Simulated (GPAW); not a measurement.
# STM contrast on a 8-layer slab of Al(100)

What would a tunnelling microscope show on a 8-layer slab of Al(100)?

Calculated with GPAW 26.7.0; GPAW, PAW setups; slab in vacuum, relaxation, in the first sound run; inputs show where later runs differ.

## Step 1: The starting structure

The cell holds 8 atoms: 8 Al. Cell: a = 2.864 Å, b = 2.864 Å, c = 32.175 Å, α = 90.0°, β = 90.0°, γ = 90.0°. Vacuum lies along c.

## Step 2: Relaxing the atoms

Forces are removed first; all later runs use this geometry. The lowest 4 atoms are held at bulk positions and keep their forces.

Contents of run.py:

```python
import json
import numpy as np
from ase import Atoms
from ase.constraints import FixAtoms
from ase.optimize import BFGS
from gpaw import GPAW, PW

slab = Atoms(
    ['Al', 'Al', 'Al', 'Al', 'Al', 'Al', 'Al', 'Al'],
    positions=[
        [1.43189, 1.43189, 9.00000],
        [0.00000, 0.00000, 11.02500],
        [1.43189, 1.43189, 13.05000],
        [0.00000, 0.00000, 15.07500],
        [1.43189, 1.43189, 17.10000],
        [0.00000, 0.00000, 19.12500],
        [1.43189, 1.43189, 21.15000],
        [0.00000, 0.00000, 23.17500]],
    cell=[[2.86378, 0.0, 0.0], [0.0, 2.86378, 0.0], [0.0, 0.0, 32.175]],
    pbc=[True, True, False])

slab.calc = GPAW(mode=PW(400), xc='PBE', kpts={'size': (11, 11, 1), 'gamma': True},
                 occupations={'name': 'fermi-dirac', 'width': 0.1}, nbands='200%',
                 convergence={'density': 1e-05}, maxiter=200,
                 poissonsolver={'dipolelayer': 'xy'},
                 symmetry={'tolerance': 1e-3, 'extra_ids': [1, 1, 1, 1, 0, 0, 0, 0]}, txt='slab.txt')
result = {}
slab.set_constraint(FixAtoms([0, 1, 2, 3]))
path = []
opt = BFGS(slab, maxstep=0.2)
opt.attach(lambda: path.append((slab.get_potential_energy(), slab.positions.tolist(), slab.get_forces().tolist())))
result['relaxed'] = bool(opt.run(fmax=0.03, steps=40))
result['path'] = path
energy = slab.get_potential_energy()
fermi = slab.calc.get_fermi_level()
v = slab.calc.get_electrostatic_potential().mean((0, 1)) - fermi
n = slab.calc.get_pseudo_density().mean((0, 1))
L = slab.cell[2, 2]
z = np.arange(len(v)) * L / len(v)
low, high = slab.positions[:, 2].min(), slab.positions[:, 2].max()
below, above = np.interp([low - 6.8, high + 6.8], z, v)
slopes = [np.interp(x, z, np.gradient(v, z)) for x in (low - 6.8, high + 6.8)]
eps = np.array([[slab.calc.get_eigenvalues(k, s) for k in range(len(slab.calc.get_ibz_k_points()))]
                for s in range(slab.calc.get_number_of_spins())]) - fermi
top, bottom = eps[eps < 0].max(), eps[eps > 0].min()
dipole = slab.get_dipole_moment()[2]
print(f'energy {energy:.4f} eV, Fermi level {fermi:.4f} eV, dipole {dipole:.5f} e A')
print(f'potential 6.8 A off the faces, from the Fermi level: lower {below:.4f} eV, upper {above:.4f} eV')
print(f'slope of the potential there: lower {slopes[0]:.5f}, upper {slopes[1]:.5f} eV/A')
print(f'nearest levels on the mesh: {top:.4f} and {bottom:.4f} eV')
print('magnetic moment', round(slab.get_magnetic_moment(), 3))
result.update(energy=energy, fermi=fermi, dipole=dipole, below=below, above=above, slopes=slopes, edges=[top, bottom],
              z=z.tolist(), v=v.tolist(), n=n.tolist(), positions=slab.positions.tolist(),
              forces=slab.get_forces(apply_constraint=False).tolist(), moments=slab.get_magnetic_moments().tolist())
json.dump(result, open('result.json', 'w'))
```

The run is started by

```console
OMP_NUM_THREADS=1 OPENBLAS_NUM_THREADS=1 python run.py
```

Log:

```text
Step          Energy          fmax
BFGS:    0      -29.007837        0.165976
BFGS:    1      -29.008243        0.152551
BFGS:    2      -29.010293        0.059001
BFGS:    3      -29.010345        0.057096
BFGS:    4      -29.010796        0.027442
energy -28.9586 eV, Fermi level 1.5392 eV, dipole 0.00023 e A
potential 6.8 A off the faces, from the Fermi level: lower 4.2167 eV, upper 4.2089 eV
slope of the potential there: lower -0.00004, upper 0.00004 eV/A
nearest levels on the mesh: -0.0084 and 0.0106 eV
magnetic moment 0.0
```

The job ended after 1.9 min (1 thread of Intel Xeon Platinum 8559C (Emerald Rapids), shared host; peak memory 0.24 GiB).

Step by step:

| step | energy less that of the first step (eV) | largest force (eV/Å) |
| --- | --- | --- |
| 1 | 0.0000 | 0.1660 |
| 2 | -0.0005 | 0.1526 |
| 3 | -0.0033 | 0.0590 |
| 4 | -0.0033 | 0.0571 |
| 5 | -0.0040 | 0.0274 |

The atoms that moved most (Å):

| atom | dx | dy | dz | length |
| --- | --- | --- | --- | --- |
| Al5 | 0.000 | 0.000 | -0.037 | 0.037 |
| Al6 | 0.000 | 0.000 | -0.009 | 0.009 |
| Al7 | 0.000 | 0.000 | -0.005 | 0.005 |

The relaxed structure:

```
Al
1.0
     2.86378    0.00000    0.00000
     0.00000    2.86378    0.00000
     0.00000    0.00000   32.17500
Al
8
Direct
  0.50000 0.50000 0.27972
  0.00000 0.00000 0.34266
  0.50000 0.50000 0.40559
  0.00000 0.00000 0.46853
  0.50000 0.50000 0.53032
  0.00000 0.00000 0.59412
  0.50000 0.50000 0.65719
  0.00000 0.00000 0.72037
```

This step gave:

```yaml
dipole_along_the_normal: 2.28e-4 e·Å
levels_nearest_the_fermi_level_on_the_mesh: -0.008369, 0.01061 eV from the Fermi level
upper_work_function: 4.209 eV
lower_work_function: 4.217 eV
```

The electrostatic potential energy of an electron (without an applied field's), less the Fermi level, planar mean oscillates, so the rows of the table below give means over windows of 2.04 Å about each position, cut where the curve ends. Its maxima inside the range that stand out by 2 % of the span (Å: eV): 10.0: -2.05, 12.0: -2.02, 14.0: -2.05, 16.1: -2.24, 18.1: -1.87, 20.2: -2.00, 22.2: -2.00. Its minima: 9.0: -13.3, 11.0: -13.5, 13.1: -13.5, 15.1: -13.4, 17.1: -13.5, 19.1: -13.5, 21.1: -13.5, 23.2: -13.3.

Electrostatic potential energy of an electron (without an applied field's), less the Fermi level, planar mean against z; means over each step:

| z (Å) | electrostatic potential energy of an electron (without an applied field's), less the Fermi level, planar mean (eV) |
| --- | --- |
| 1.02 | 4.22 |
| 3.06 | 4.22 |
| 5.10 | 4.21 |
| 7.14 | 3.12 |
| 9.18 | -6.84 |
| 11.22 | -7.09 |
| 13.26 | -7.12 |
| 15.30 | -7.19 |
| 17.34 | -7.08 |
| 19.38 | -7.09 |
| 21.42 | -7.08 |
| 23.46 | -6.07 |
| 25.50 | 3.85 |
| 27.54 | 4.21 |
| 29.58 | 4.21 |
| 31.62 | 4.21 |

The pseudo valence density, planar mean oscillates, so the rows of the table below give means over windows of 1 Å about each position, cut where the curve ends. Its maxima inside the range that stand out by 2 % of the span (Å: e/Å³): 8.6: 0.162, 10.3: 0.199, 12.4: 0.201, 14.4: 0.200, 16.3: 0.206, 17.8: 0.196, 19.7: 0.201, 21.9: 0.198, 23.6: 0.162. Its minima: 9.0: 0.128, 10.9: 0.136, 13.1: 0.130, 15.0: 0.132, 17.2: 0.134, 19.1: 0.129, 21.2: 0.136, 23.2: 0.128.

The pseudo valence density, planar mean by z; means over each step:

| z (Å) | pseudo valence density, planar mean (e/Å³) |
| --- | --- |
| 4 | 6.2e-6 |
| 5 | 9.1e-5 |
| 6 | 0.00122 |
| 7 | 0.0143 |
| 8 | 0.0954 |
| 9 | 0.155 |
| 10 | 0.197 |
| 11 | 0.164 |
| 12 | 0.198 |
| 13 | 0.163 |
| 14 | 0.198 |
| 15 | 0.164 |
| 16 | 0.204 |
| 17 | 0.163 |
| 18 | 0.194 |
| 19 | 0.162 |
| 20 | 0.197 |
| 21 | 0.164 |
| 22 | 0.194 |
| 23 | 0.162 |
| 24 | 0.115 |
| 25 | 0.0217 |
| 26 | 0.00189 |
| 27 | 1.4e-4 |
| 28 | 1.0e-5 |

The relaxation lowered the energy of the cell by 0.00396 eV (energies extrapolated to zero smearing; the optimiser's log prints free energies). The largest force left on a free atom is 0.027 eV/Å.

## Step 3: The slab's potential

With the geometry fixed, the planar mean of the potential gives the vacuum level on each side.

This step: GPAW, PAW setups; slab in vacuum (GPAW 26.7.0).

run.py, as its differences from that of step 2:

```diff
@@ -3,4 +3,3 @@
 from ase import Atoms
-from ase.constraints import FixAtoms
-from ase.optimize import BFGS
+from ase.dft.stm import STM
 from gpaw import GPAW, PW
@@ -14,6 +13,6 @@
         [0.00000, 0.00000, 15.07500],
-        [1.43189, 1.43189, 17.10000],
-        [0.00000, 0.00000, 19.12500],
-        [1.43189, 1.43189, 21.15000],
-        [0.00000, 0.00000, 23.17500]],
+        [1.43189, 1.43189, 17.06306],
+        [-0.00000, 0.00000, 19.11582],
+        [1.43189, 1.43189, 21.14500],
+        [-0.00000, 0.00000, 23.17781]],
     cell=[[2.86378, 0.0, 0.0], [0.0, 2.86378, 0.0], [0.0, 0.0, 32.175]],
@@ -25,10 +24,4 @@
                  poissonsolver={'dipolelayer': 'xy'},
-                 symmetry={'tolerance': 1e-3, 'extra_ids': [1, 1, 1, 1, 0, 0, 0, 0]}, txt='slab.txt')
+                 symmetry={'tolerance': 1e-3}, txt='slab.txt')
 result = {}
-slab.set_constraint(FixAtoms([0, 1, 2, 3]))
-path = []
-opt = BFGS(slab, maxstep=0.2)
-opt.attach(lambda: path.append((slab.get_potential_energy(), slab.positions.tolist(), slab.get_forces().tolist())))
-result['relaxed'] = bool(opt.run(fmax=0.03, steps=40))
-result['path'] = path
 energy = slab.get_potential_energy()
@@ -54,2 +47,16 @@
               forces=slab.get_forces(apply_constraint=False).tolist(), moments=slab.get_magnetic_moments().tolist())
+
+# Images need the states of the whole zone, up to time reversal
+slab.calc = slab.calc.fixed_density(symmetry={'point_group': False}, txt='states.txt', nbands='290%',
+                                    convergence={'bands': 'CBM+1.3'})
+stm = STM(slab)
+result['stm'] = []
+for bias in [-1.0, 1.0]:
+    height = high + 3.5
+    current = stm.get_averaged_current(bias, height)
+    x, y, h = stm.scan(bias, current)
+    i, f = divmod(height / L * stm.ldos.shape[2], 1)
+    I = abs((1 - f) * stm.ldos[:, :, int(i)] + f * stm.ldos[:, :, int(i) + 1])
+    print(f'bias {bias} V: mean current at 3.5 A {current:.4e}, corrugation {np.ptp(h):.4f} A')
+    result['stm'].append(dict(bias=bias, current=current, h=(h - high).tolist(), I=I.tolist()))
 json.dump(result, open('result.json', 'w'))
```

Log:

```text
energy -28.9586 eV, Fermi level 1.5392 eV, dipole 0.00029 e A
potential 6.8 A off the faces, from the Fermi level: lower 4.2167 eV, upper 4.2090 eV
slope of the potential there: lower -0.00005, upper 0.00005 eV/A
nearest levels on the mesh: -0.0084 and 0.0106 eV
magnetic moment 0.0
bias -1.0 V: mean current at 3.5 A 4.1909e-05, corrugation 0.1926 A
bias 1.0 V: mean current at 3.5 A 1.0189e-04, corrugation 0.0633 A
```

It took 1.9 min on 1 thread; peak memory 0.51 GiB.

This step gave:

- dipole along the normal: 2.89e-4 e·Å
- levels nearest the Fermi level on the mesh: -0.008378, 0.01061 eV from the Fermi level
- corrugation -1: 0.1926 Å
- corrugation 1: 0.06326 Å

The electrostatic potential energy of an electron (without an applied field's), less the Fermi level, planar mean oscillates, so the rows of the table below give means over windows of 2.04 Å about each position, cut where the curve ends. Its maxima inside the range that stand out by 2 % of the span (Å: eV): 10.0: -2.05, 12.0: -2.02, 14.0: -2.05, 16.1: -2.24, 18.1: -1.87, 20.2: -2.00, 22.2: -2.00. Its minima: 9.0: -13.3, 11.0: -13.5, 13.1: -13.5, 15.1: -13.4, 17.1: -13.5, 19.1: -13.5, 21.1: -13.5, 23.2: -13.3.

Electrostatic potential energy of an electron (without an applied field's), less the Fermi level, planar mean against z; means over each step:

z (Å), electrostatic potential energy of an electron (without an applied field's), less the Fermi level, planar mean (eV) and a bar from the least value:
```
     1.02        4.2 ##############################
     3.06        4.2 ##############################
     5.10        4.2 ##############################
     7.14        3.1 ###########################
     9.18       -6.8 #
    11.22       -7.1 
    13.26       -7.1 
    15.30       -7.2 
    17.34       -7.1 
    19.38       -7.1 
    21.42       -7.1 
    23.46       -6.1 ###
    25.50        3.9 #############################
    27.54        4.2 ##############################
    29.58        4.2 ##############################
    31.62        4.2 ##############################
```

The pseudo valence density, planar mean oscillates, so the rows of the table below give means over windows of 2 Å about each position, cut where the curve ends. Its maxima inside the range that stand out by 2 % of the span (Å: e/Å³): 8.6: 0.162, 10.3: 0.199, 12.4: 0.201, 14.4: 0.200, 16.3: 0.206, 17.8: 0.196, 19.7: 0.201, 21.9: 0.198, 23.6: 0.162. Its minima: 9.0: 0.128, 10.9: 0.136, 13.1: 0.130, 15.0: 0.132, 17.2: 0.134, 19.1: 0.129, 21.2: 0.136, 23.2: 0.128.

The pseudo valence density, planar mean by z; means over each step:

| z (Å) | pseudo valence density, planar mean (e/Å³) |
| --- | --- |
| 4 | 1.3e-5 |
| 6 | 0.00234 |
| 8 | 0.0897 |
| 10 | 0.181 |
| 12 | 0.181 |
| 14 | 0.181 |
| 16 | 0.184 |
| 18 | 0.179 |
| 20 | 0.181 |
| 22 | 0.180 |
| 24 | 0.101 |
| 26 | 0.00365 |
| 28 | 2.0e-5 |

Tip height over the top atom over a1 and a2. Sample bias -1 V, constant current at the mean current 3.5 Å over the top atom.

Ten even steps from '0' (3.39 Å) to '9' (3.58 Å):
```
99987655567899
99876544456789
88765433345678
77654321234567
66543110113456
55432100012345
55431000001345
55432100012345
66543110113456
77654321234567
88765433345678
99876544456789
99987655567899
99987655567899
```
Columns: a1 from 0 to 0.929; rows upwards: a2 from 0 to 0.929.

Local density of states summed over the bias window over a1 and a2. Sample bias -1 V, constant height 3.5 Å over the top atom.

Ten even steps from '_' (3.23 × 1e-5 arbitrary) to '@' (5.22 × 1e-5 arbitrary):
```
@@@@%%##**++======++**##%%@@
%%%%%%**++====--====++**%%%%
####**++==----::----==++**##
****++==--::::..::::--==++**
++++==--::....__....::--==++
======--::..______..::--====
====--::..__________..::--==
======--::..______..::--====
++++==--::....__....::--==++
****++==--::::..::::--==++**
####**++==----::----==++**##
%%%%%%**++====--====++**%%%%
@@@@%%##**++======++**##%%@@
@@@@%%##**++======++**##%%@@
```
Columns: a1 from 0 to 0.929; rows upwards: a2 from 0 to 0.929.

Tip height over the top atom over a1 and a2. Sample bias 1 V, constant current at the mean current 3.5 Å over the top atom.

Ten even steps from '_' (3.466 Å) to '@' (3.530 Å):
```
@@@@%%####++++==++++####%%@@
@@%%%%##**++======++**##%%%%
%%####**++==------==++**####
####**++==--::::::--==++**##
**++++==--::......::--==++++
++++==--::..______..::--==++
++====--::..______..::--====
++++==--::..______..::--==++
**++++==--::......::--==++++
####**++==--::::::--==++**##
%%####**++==------==++**####
@@%%%%##**++======++**##%%%%
@@@@%%####++++==++++####%%@@
@@@@@@%%##**++++++**##%%@@@@
```
Columns: a1 from 0 to 0.929; rows upwards: a2 from 0 to 0.929.

Local density of states summed over the bias window over a1 and a2. Sample bias 1 V, constant height 3.5 Å over the top atom.

Ten even steps from '0' (0.96 × 1e-4 arbitrary) to '9' (1.08 × 1e-4 arbitrary):
```
99876544456789
98875443445788
87764332334677
66543221223456
55432110112345
44432100012344
44321000001234
44432100012344
55432110112345
66543221223456
87764332334677
98875443445788
99876544456789
99986544456899
```
Columns: a1 from 0 to 0.929; rows upwards: a2 from 0 to 0.929.

Force by atom:

| atom | x (eV/Å) | y (eV/Å) | z (eV/Å) | size |
| --- | --- | --- | --- | --- |
| Al1 | 0.0000 | 0.0000 | -0.0135 | 0.0135 |
| Al2 | 0.0000 | 0.0000 | 0.0277 | 0.0277 |
| Al3 | 0.0000 | 0.0000 | -0.0441 | 0.0441 |
| Al4 | 0.0000 | 0.0000 | 0.0654 | 0.0654 |
| Al5 | 0.0000 | 0.0000 | 0.0088 | 0.0088 |
| Al6 | 0.0000 | 0.0000 | -0.0096 | 0.0096 |
| Al7 | 0.0000 | 0.0000 | -0.0275 | 0.0275 |
| Al8 | 0.0000 | 0.0000 | -0.0073 | 0.0073 |

The potential is flat to 4.7e-5 eV/Å where it is read, so the vacuum is wide enough.

## Step 4: What came out

| Property | Result |
| --- | --- |
| work function, upper and lower face | 4.209 and 4.217 eV |
| dipole along the normal | 2.9e-4 e Å |
| corrugation at -1 V | 0.193 Å |
| corrugation at 1 V | 0.0633 Å |

**Reading.** The corrugation at constant current is largest at -1 V, where the tip height varies by 0.19 Å over the cell. Negative sample bias images filled states, positive bias empty ones. The measured value for this face is 4.32 eV (as compiled in "Properties of real metallic surfaces: Effects of density functional semilocality and van der Waals nonlocality", 2017, arxiv:1702.08515); the relaxed upper face lies 0.11 eV under it with PBE. Measured work functions scatter by a tenth of an eV or more between methods. The images are of Tersoff-Hamann type: an s-wave tip, no tip-sample forces, heights closer than in a microscope. The small printed dipole stands for a step of -6.4 meV from the lower to the upper face, and the probes find -7.8 meV; values this small are near the numerical noise of both. The in-plane lattice was kept as typed, which isn't the functional's own and leaves some strain; spin-orbit coupling and temperature are left out.

[Logs are printed without paths, hosts, clocks, repeated set-up lines and the standing remarks that a program may print on its own settings, such as how far it seeks lower states.]

[Hosts, paths, dates, database ids (printed as entryN), source tags and the programs' standing remarks are cut or masked in the printed files.]
